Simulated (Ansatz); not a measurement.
# V2CO2 monolayer: relaxing the cell for a phonon run

Task: relax V2CO2 monolayer tightly.

Method: DFT PBEsol, scalar-relativistic, plane waves, PAW, in Ansatz 0.2.0.

## 1. The starting structure

The cell holds 5 atoms: 1 C, 2 V and 2 O. Cell: a = 2.900 Å, b = 2.900 Å, c = 20.000 Å, α = 90.0°, β = 90.0°, γ = 120.0°. Vacuum lies along c.

## 2. Probe on a coarse mesh

First a cheap look: the gap decides the mesh and the occupations, the pressure tells how far the cell has to move.

The program solves this slab on a cell height of its own, 32.6 Å, in place of the one typed.

input.yaml

```yaml
crystal:
  lattice:
    - [2.9, 0.0, 0.0]
    - [-1.45, 2.51147, 0.0]
    - [0.0, 0.0, 20.0]
  atoms:
    - { symbol: C, position: [0.0, 0.0, 0.5] }
    - { symbol: V, position: [0.333333, 0.666667, 0.56] }
    - { symbol: V, position: [0.666667, 0.333333, 0.44] }
    - { symbol: O, position: [0.666667, 0.333333, 0.61] }
    - { symbol: O, position: [0.333333, 0.666667, 0.39] }
  periodic: [true, true, false]
kpoints:
  mp_grid: { grid: [9, 9, 1] }
hamiltonian:
  xc: pbesol
scf:
  occupations: { method: gaussian, width: 0.1 }
output:
  forces: true
  stress: true
  eigenvalues: true
```

Run with:

```console
> ansatz run input.yaml --threads 8 --pin off --max-ram 14336MiB --backend cpu --events-out ev --progress --plain --runs-dir out
```

Numbers of over 12 decimals in the logs are rounded to 6 here.

The program printed:

```text
[...]
k-point 0: bands = [... 17 lower, -8.0492, -7.3257, -7.3257, -7.2365, -7.2365, -6.2148, -6.2148, -6.1475, ... 1 higher]
  k-point 1: bands = [... 17 lower, -8.6777, -8.2521, -7.8963, -6.9408, -6.5136, -6.1181, -5.9870, -5.7253, ... 1 higher]
  k-point 2: bands = [... 17 lower, -10.2361, -8.9238, -8.3852, -7.0982, -6.3548, -5.8652, -5.3124, -5.2158, ... 1 higher]
  k-point 11: bands = [... 17 lower, -10.7736, -10.0238, -10.0238, -6.3245, -6.0817, -6.0817, -4.9639, -4.9396, ... 1 higher]
[key lines of the parts left out:]
SCF converged after 6 iterations
Free energy (F): -7141.465359 eV
Fermi energy:    -6.530892 eV
P = ½ c Tr σ = -5.8351 N/m
```

It took 1.5 s on 8 threads of Arm Neoverse V1, shared host; peak memory 0.71 GiB.

This run has no spin polarisation, although V can carry a moment.

This step gave:

```
gap on the k-mesh : 0 eV
area per atom     : 1.457 Å²
```

The coarse mesh shows no gap.

## 3. Bringing the structure to rest

The cell and atoms are relaxed, since residual forces and stress would shift the frequencies.

The program solves this slab on a cell height of its own, 32.6 Å, in place of the one typed.

input.yaml: that of step 2 with these lines changed.

```diff
@@ -13,3 +13,3 @@
 kpoints:
-  mp_grid: { grid: [9, 9, 1] }
+  mp_grid: { grid: [15, 15, 1] }
 hamiltonian:
@@ -22 +22,10 @@
   eigenvalues: true
+  write_density: true
+  write_potential: true
+  elf: true
+  volumetric_format: npy
+relax:
+  adjacent_minimum: "off"
+  f_tol: 0.005
+  max_steps: 80
+  cell: { stress_2d_tol: 0.02 }
```

The program printed:

```text
[...]
Crystal: 5 atoms, lattice volume = 237.434 Å³
Basis set: ecut = 420 eV, 4609 PW (Γ), exchange–correlation on 40×40×450 points (8 copies of the dense FFT grid, shifted against one another)
Bands: 26, of which v1, the nominal top of the filled ones, is band 21 counted from 1 (20 counted from 0)
Symmetry: 12 space group operations
[...]
k-points: 27 of 225
[...]
SCF iter   1: F=—  HF=-7141.481286 eV  |F-HF|=—  |Δ(HF+E_count)|=         —  Δρ=5.94e-3  dr2=5.50e-2  ethr=1.77e-3  ⟨swp⟩=10.1  Hψ=4683  notcnv=0
[...]
SCF iter   7: F=-7141.465117 eV  HF=-7141.465117 eV  |F-HF|=6.73e-8  |Δ(HF+E_count)|=   2.46e-7  Δρ=4.02e-6  dr2=3.66e-8  ethr=2.38e-10  ⟨swp⟩=21.0  Hψ=7978  notcnv=0
SCF 1 converged in 7 iterations: F = -7141.465117 eV  dr2 = 3.66e-8
[...]
relax step   1: F+E_penalty+E_count = -7141.46511742 eV  Δ(F+E_penalty+E_count) = +0.000e0 eV  max|allowed force component| = 3.812e-1 eV/Å  Δτ_max = 0.0000 Å  P = -5.830 N/m  Ω = 237.434 Å³  fix = [c, alpha, beta]  reactions: c +0.000 N/m  (7 SCF iters, dr2 threshold 1.00e-7 eV, accepted)
Crystal: 5 atoms, lattice volume = 233.647 Å³
Basis set: ecut = 420 eV, 4585 PW (Γ), exchange–correlation on 40×40×450 points (8 copies of the dense FFT grid, shifted against one another)
[...]
iter 1 solved again at ethr=6.98e-5 eV; its pass at ethr=3.10e-3 eV (dr2=2.93e-2 eV) is discarded
[...]
SCF iter   8: F=-7141.506433 eV  HF=-7141.506433 eV  |F-HF|=5.63e-8  |Δ(HF+E_count)|=   1.44e-7  Δρ=2.54e-6  dr2=1.62e-8  ethr=1.19e-9  ⟨swp⟩=20.0  Hψ=8200  notcnv=0
SCF 2 converged in 8 iterations: F = -7141.506433 eV  dr2 = 1.62e-8
relax step   2: F+E_penalty+E_count = -7141.50643298 eV  Δ(F+E_penalty+E_count) = -4.132e-2 eV  max|allowed force component| = 1.590e-1 eV/Å  Δτ_max = 0.0135 Å  P = -2.068 N/m  Ω = 233.647 Å³  energy of the carried Pulay correction = +3.302e-3 eV  fix = [c, alpha, beta]  reactions: c -0.000 N/m  (8 SCF iters, dr2 threshold 5.00e-7 eV, accepted)
Crystal: 5 atoms, lattice volume = 231.694 Å³
Basis set: ecut = 420 eV, 4513 PW (Γ), exchange–correlation on 40×40×450 points (8 copies of the dense FFT grid, shifted against one another)
[...]
SCF iter   6: F=-7141.513623 eV  HF=-7141.513623 eV  |F-HF|=1.62e-7  |Δ(HF+E_count)|=   6.96e-7  Δρ=1.30e-5  dr2=4.38e-7  ethr=1.19e-9  ⟨swp⟩=22.2  Hψ=8773  notcnv=0
SCF 3 converged in 6 iterations: F = -7141.513623 eV  dr2 = 4.38e-7
relax step   3: F+E_penalty+E_count = -7141.51362315 eV  Δ(F+E_penalty+E_count) = -7.190e-3 eV  max|allowed force component| = 1.463e-2 eV/Å  Δτ_max = 0.0096 Å  P = +0.103 N/m  Ω = 231.694 Å³  energy of the carried Pulay correction = +5.026e-3 eV  fix = [c, alpha, beta]  reactions: c +0.000 N/m  (6 SCF iters, dr2 threshold 5.00e-7 eV, accepted)
[...]
relax step   4: F+E_penalty+E_count = -7141.51365740 eV  Δ(F+E_penalty+E_count) = -3.425e-5 eV  max|allowed force component| = 3.833e-3 eV/Å  Δτ_max = 0.0019 Å  P = +0.019 N/m  Ω = 231.694 Å³  energy of the carried Pulay correction = +5.026e-3 eV  fix = [c, alpha, beta]  reactions: c +0.000 N/m  (6 SCF iters, dr2 threshold 1.34e-8 eV, accepted)
[...]
relax step   5: F+E_penalty+E_count = -7141.50936884 eV  Δ(F+E_penalty+E_count) = +4.289e-3 eV  max|allowed force component| = 3.173e-3 eV/Å  Δτ_max = 0.0000 Å  P = -0.104 N/m  Ω = 231.694 Å³  fix = [c, alpha, beta]  reactions: c -0.000 N/m  stress off target by 1.04e-1 N/m on what of the cell is left free  SCF on the basis re-selected at this cell (its energy is not comparable with the rows above)  (8 SCF iters)
[...]
relax step   6: F+E_penalty+E_count = -7141.50947254 eV  Δ(F+E_penalty+E_count) = -1.037e-4 eV  max|allowed force component| = 2.805e-3 eV/Å  Δτ_max = 0.0001 Å  P = +0.004 N/m  Ω = 231.590 Å³  energy of the carried Pulay correction = +9.326e-5 eV  fix = [c, alpha, beta]  reactions: c +0.000 N/m  (4 SCF iters, dr2 threshold 1.32e-8 eV, accepted)
[...]
SCF iter   6: F=-7141.509375 eV  HF=-7141.509375 eV  |F-HF|=9.09e-13  |Δ(HF+E_count)|=  2.46e-11  Δρ=1.21e-8  dr2=4.40e-13  ethr=1.00e-12  ⟨swp⟩=8.8  Hψ=3912  notcnv=0
SCF 7 converged in 6 iterations: F = -7141.509375 eV  dr2 = 4.40e-13
relax step   7: F+E_penalty+E_count = -7141.50937516 eV  Δ(F+E_penalty+E_count) = +9.738e-5 eV  max|allowed force component| = 2.887e-3 eV/Å  Δτ_max = 0.0000 Å  P = +0.003 N/m  Ω = 231.590 Å³  fix = [c, alpha, beta]  reactions: c +0.000 N/m  stress off target by 2.51e-3 N/m on what of the cell is left free  SCF on the basis re-selected at this cell (its energy is not comparable with the rows above)  (6 SCF iters)
[...]
WARN: The output density's exchange-correlation potential varies sharply where the density is thin. Do not read a vacuum level from v_tot or v_xc, or from such a field of the output density. On a cell that repeats whose density bears no net charge and no dipole along the vacuum's axis use v_es (v_loc + v_h of the components); under efield.dipole_correction with no amplitude use v_es + v_field, which holds any externa [...]
SCF converged after 6 iterations
Free energy (F): -7141.509375 eV
[...]
Internal energy: -7141.502508 eV  (E = F + TS)
E sigma→0 (E₀):  -7141.505942 eV
Entropy (-TS):   -0.006867 eV (-1.373 meV/atom)
Fermi energy:    -6.585226 eV
[...]
--- Forces (eV/Å), atoms counted from 1 ---
  atom   1  C      0.00000000     0.00000000     0.00000000
  atom   2  V      0.00000000     0.00000000    -0.00288677
  atom   3  V     -0.00000000    -0.00000000     0.00288677
  atom   4  O     -0.00000000    -0.00000000     0.00207344
  atom   5  O      0.00000000     0.00000000    -0.00207344
  max |Σ_I F_I| component: 9.25e-18 eV/Å
--- 2D stress c σ (N/m, compression-positive) ---
        0.002505       0.000000       0.000000
        0.000000       0.002505      -0.000000
        0.000000      -0.000000       0.000000
  P = ½ c Tr σ = 0.0025 N/m
--- Band table (eV; the first three rows and the last of 27) ---
  k-point 0: bands = [... 17 lower, -8.1714, -7.4410, -7.4410, -7.3450, -7.3450, -6.2445, -6.2221, -6.2221, ... 1 higher]
  k-point 1: bands = [... 17 lower, -8.1890, -8.0648, -8.0140, -7.0189, -6.8208, -6.2617, -6.1652, -6.0076, ... 1 higher]
  k-point 2: bands = [... 17 lower, -9.1687, -8.5661, -8.0300, -7.0840, -6.5389, -6.0521, -5.8498, -5.6938, ... 1 higher]
  k-point 26: bands = [... 17 lower, -10.8518, -10.1723, -10.1723, -6.3372, -6.0829, -6.0829, -4.9310, -4.9310, ... 1 higher]
--- Relaxed structure (5 steps of the walk, 5 accepted, 2 SCFs on fresh bases) ---
  F+E_penalty+E_count = -7141.50937516 eV   max|allowed force component| = 2.887e-3 eV/Å   (the final SCF, on the basis selected at the relaxed cell)
  cell:  # Å, volume = 231.5896 Å³
    - [2.864082, 0.0, 0]
    - [-1.432041, 2.480368, 0]
    - [0, 0, 32.6]
  atoms:
    - { symbol: C, position: [0, 0, 0.306748] }
    - { symbol: V, position: [0.333333, 0.666667, 0.342892] }
    - { symbol: V, position: [0.666667, 0.333333, 0.270605] }
    - { symbol: O, position: [0.666667, 0.333333, 0.373919] }
    - { symbol: O, position: [0.333333, 0.666667, 0.239578] }
```

Elapsed: 16 s, on 8 threads; peak memory 0.84 GiB; 1.9 min of CPU time.

The steps of the relaxation:

```csv
step,energy less that of the first step (eV),largest force component (eV/Å),volume (Å³)
1,0.0000,0.3812,237.43
2,-0.0413,0.1590,233.65
3,-0.0485,0.0146,231.69
4,-0.0485,0.0038,231.69
5*,-0.0443,0.0032,231.69
6,-0.0444,0.0028,231.59
7*,-0.0443,0.0029,231.59
```

Relaxation steps marked * repeat the geometry before them on a plane-wave basis chosen anew for their cell, so energy and pressure can jump there.

Forces are held to the 12 operations that the run works with; a distortion that breaks them can't arise in this run.

```csv
cell as run,before,after,change
a (Å),2.900,2.864,-1.2 %
b (Å),2.900,2.864,-1.2 %
```

The atoms that moved most (Å, along periodic axes as changes of fractional coordinates times the final cell, across vacuum about the mean position):

```csv
atom,dx,dy,dz,length
V3,0.000,0.000,0.022,0.022
V2,0.000,0.000,-0.022,0.022
O4,0.000,0.000,-0.010,0.010
O5,0.000,0.000,0.010,0.010
```

Final coordinates:

```xyz
5
Lattice="2.8641 0.0000 0.0000 -1.4320 2.4804 0.0000 0.0000 0.0000 32.6000" Properties=species:S:1:pos:R:3
C     0.0000    0.0000   10.0000
V     0.0000    1.6536   11.1783
V     1.4320    0.8268    8.8217
O     1.4320    0.8268   12.1898
O     0.0000    1.6536    7.8102
```

This step gave:

```
area per atom : 1.421 Å²
```

Valence density in the ac plane at fractional y = 0.333, with atoms of V and O within 0.2 Å of it. It is the smooth field of the valence electrons, not physical close to the nuclei.

Ten steps, logarithmic in the rise over the least value, from '_' (0.00 × 1e0 e/Å³) to '@' (9.93 × 1e0 e/Å³), each cell a mean:
```
______________________________
______________________________
______________________________
______________________________
______________________________
______________________________
______________________________
______________________________
______________________________
______________________________
______________________________
______________________________
______________________________
______________________________
::........::--==**######**==--
----====------==++******++==--
--========--------======------
------------==**%%@@@@@@%%**==
::::------::::....::::::....::
______________________________
______________________________
______________________________
______________________________
______________________________
```
Columns run along a (2.9 Å), rows up along c (32.6 Å). Atoms in or near the plane, at fractional coordinates: V at (0.67, 0.27), O at (0.67, 0.37).

Electrostatic potential energy in the ac plane at fractional y = 0.333, with atoms of V and O within 0.2 Å of it. With pseudopotentials it is smooth inside the atoms' cores, unlike the true potential.

Ten even steps from '_' (-32 eV) to '@' (0 eV), each cell a mean:
```
@@@@@@@@@@@@@@@@@@@@@@@@@@@@@@
@@@@@@@@@@@@@@@@@@@@@@@@@@@@@@
@@@@@@@@@@@@@@@@@@@@@@@@@@@@@@
@@@@@@@@@@@@@@@@@@@@@@@@@@@@@@
@@@@@@@@@@@@@@@@@@@@@@@@@@@@@@
@@@@@@@@@@@@@@@@@@@@@@@@@@@@@@
@@@@@@@@@@@@@@@@@@@@@@@@@@@@@@
@@@@@@@@@@@@@@@@@@@@@@@@@@@@@@
@@@@@@@@@@@@@@@@@@@@@@@@@@@@@@
@@@@@@@@@@@@@@@@@@@@@@@@@@@@@@
@@@@@@@@@@@@@@@@@@@@@@@@@@@@@@
@@@@@@@@@@@@@@@@@@@@@@@@@@@@@@
@@@@@@@@@@@@@@@@@@@@@@@@@@@@@@
@@@@@@@@@@@@@@@@@@@@@@@@@@@@@@
@@@@@@@@@@@@%%**++======++**%%
++==----==++**++==========++**
******************++++++******
++########++..______________..
%%%%%%%%@@%%%%%%########%%%%%%
@@@@@@@@@@@@@@@@@@@@@@@@@@@@@@
@@@@@@@@@@@@@@@@@@@@@@@@@@@@@@
@@@@@@@@@@@@@@@@@@@@@@@@@@@@@@
@@@@@@@@@@@@@@@@@@@@@@@@@@@@@@
@@@@@@@@@@@@@@@@@@@@@@@@@@@@@@
```
Columns run along a (2.9 Å; values clipped at the 3rd and 97th percentile), rows up along c (32.6 Å). Atoms in or near the plane, at fractional coordinates: V at (0.67, 0.27), O at (0.67, 0.37).

ELF in the ac plane at fractional y = 0.333, with atoms of V and O within 0.2 Å of it. It is the smooth field of the valence electrons, not physical close to the nuclei.

Ten even steps from '0' (0.00) to '9' (0.73), each cell a mean:
```
000000000000000
000000000000000
000000000000000
000000000000000
000000000000000
000000000000000
000000000000000
000000000000000
000000000000000
000000000000000
000000000000000
000000000000000
000000000000000
000000001111100
510015899999998
212212466666664
677776532222235
235532368999863
577775310000013
000000000000000
000000000000000
000000000000000
000000000000000
000000000000000
```
Columns run along a (2.9 Å), rows up along c (32.6 Å). Atoms in or near the plane, at fractional coordinates: V at (0.67, 0.27), O at (0.67, 0.37).

(Part 1 of 2 ends here.)

[Logs are printed without paths, hosts, clocks, repeated set-up lines and the standing remarks that a program may print on its own settings, such as how far it seeks lower states.]

[Hosts, paths, dates, database ids (printed as entryN), source tags and the programs' standing remarks are cut or masked in the printed files.]
